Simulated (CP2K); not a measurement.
2-aminothiazole has these distinct C atoms: C2 (bonded to 2 N and S), C4 (bonded to C, N and H) and C5 (bonded to C, S and H).

```xyz
10

N     2.0729    0.0367   -0.3706
C     0.7116   -0.0226   -0.1339
N    -0.0272    1.0405    0.0814
C    -1.3541    0.6826    0.1967
C    -1.6392   -0.6507    0.0816
S    -0.1764   -1.5336   -0.2067
H     2.6194   -0.7761   -0.1045
H     2.4843    0.9196   -0.0777
H    -2.0950    1.4587    0.3790
H    -2.5964   -1.1554    0.1546
```

Their partial C K spectra (CP2K XAS_TDP, all-electron GAPW, PBEh(45%), aug-cc-pVDZ, TDA, GW2X-corrected core level, no relativity) are given in random order, each times the number of alike atoms.

Gaussian full width 0.5 eV, oscillator strength per eV, alike atoms added, rows of zeros left out:

```csv
E (eV),curve 1,curve 2,curve 3
286.75,0.000,0.002,0.000
287.00,0.000,0.027,0.000
287.25,0.003,0.079,0.000
287.50,0.033,0.059,0.000
287.75,0.093,0.011,0.000
288.00,0.066,0.001,0.012
288.25,0.012,0.001,0.073
288.50,0.001,0.012,0.118
288.75,0.000,0.049,0.048
289.00,0.000,0.053,0.005
289.25,0.000,0.015,0.000
289.50,0.000,0.002,0.000
289.75,0.000,0.011,0.000
290.00,0.001,0.022,0.000
290.25,0.009,0.011,0.004
290.50,0.032,0.003,0.033
290.75,0.035,0.006,0.069
291.00,0.013,0.011,0.037
291.25,0.003,0.011,0.005
291.50,0.003,0.012,0.000
291.75,0.004,0.011,0.002
292.00,0.007,0.005,0.003
292.25,0.013,0.008,0.002
292.50,0.009,0.014,0.002
292.75,0.002,0.016,0.003
293.00,0.002,0.013,0.004
293.25,0.011,0.006,0.006
293.50,0.020,0.005,0.009
293.75,0.014,0.007,0.008
294.00,0.004,0.008,0.007
294.25,0.002,0.007,0.013
294.50,0.010,0.006,0.014
294.75,0.018,0.005,0.012
295.00,0.014,0.003,0.015
295.25,0.009,0.002,0.012
295.50,0.010,0.003,0.008
295.75,0.008,0.005,0.008
296.00,0.004,0.006,0.011
296.25,0.006,0.004,0.012
```

**Question.** Which curve belongs to which atom?

Curve 1: C4 (bonded to C, N and H), leading line at 287.81 eV (f = 0.052 an atom), ionisation energy 292.42 eV, term value 4.61 eV. Curve 2: C5 (bonded to C, S and H), leading line at 287.32 eV (f = 0.045 an atom), ionisation energy 291.86 eV, term value 4.54 eV. Curve 3: C2 (bonded to 2 N and S), leading line at 288.46 eV (f = 0.064 an atom), ionisation energy 293.93 eV, term value 5.47 eV. The leading line of an atom is its first one with 35 % of the strongest within 2.5 eV of its lowest line over the strength cut. A line lies at the core ionisation energy, which rises as an atom loses charge to its neighbours or to a π system, less the term value, which is large for a low π* or σ* orbital with weight on that atom.

[Banner, clock and machine lines of the logs are left out without a mark of their own.]

[Logs are printed without paths, hosts, clocks, repeated set-up lines and the standing remarks that a program may print on its own settings, such as how far it seeks lower states.]

[Hosts, paths, dates, database ids (printed as entryN), source tags and the programs' standing remarks are cut or masked in the printed files.]
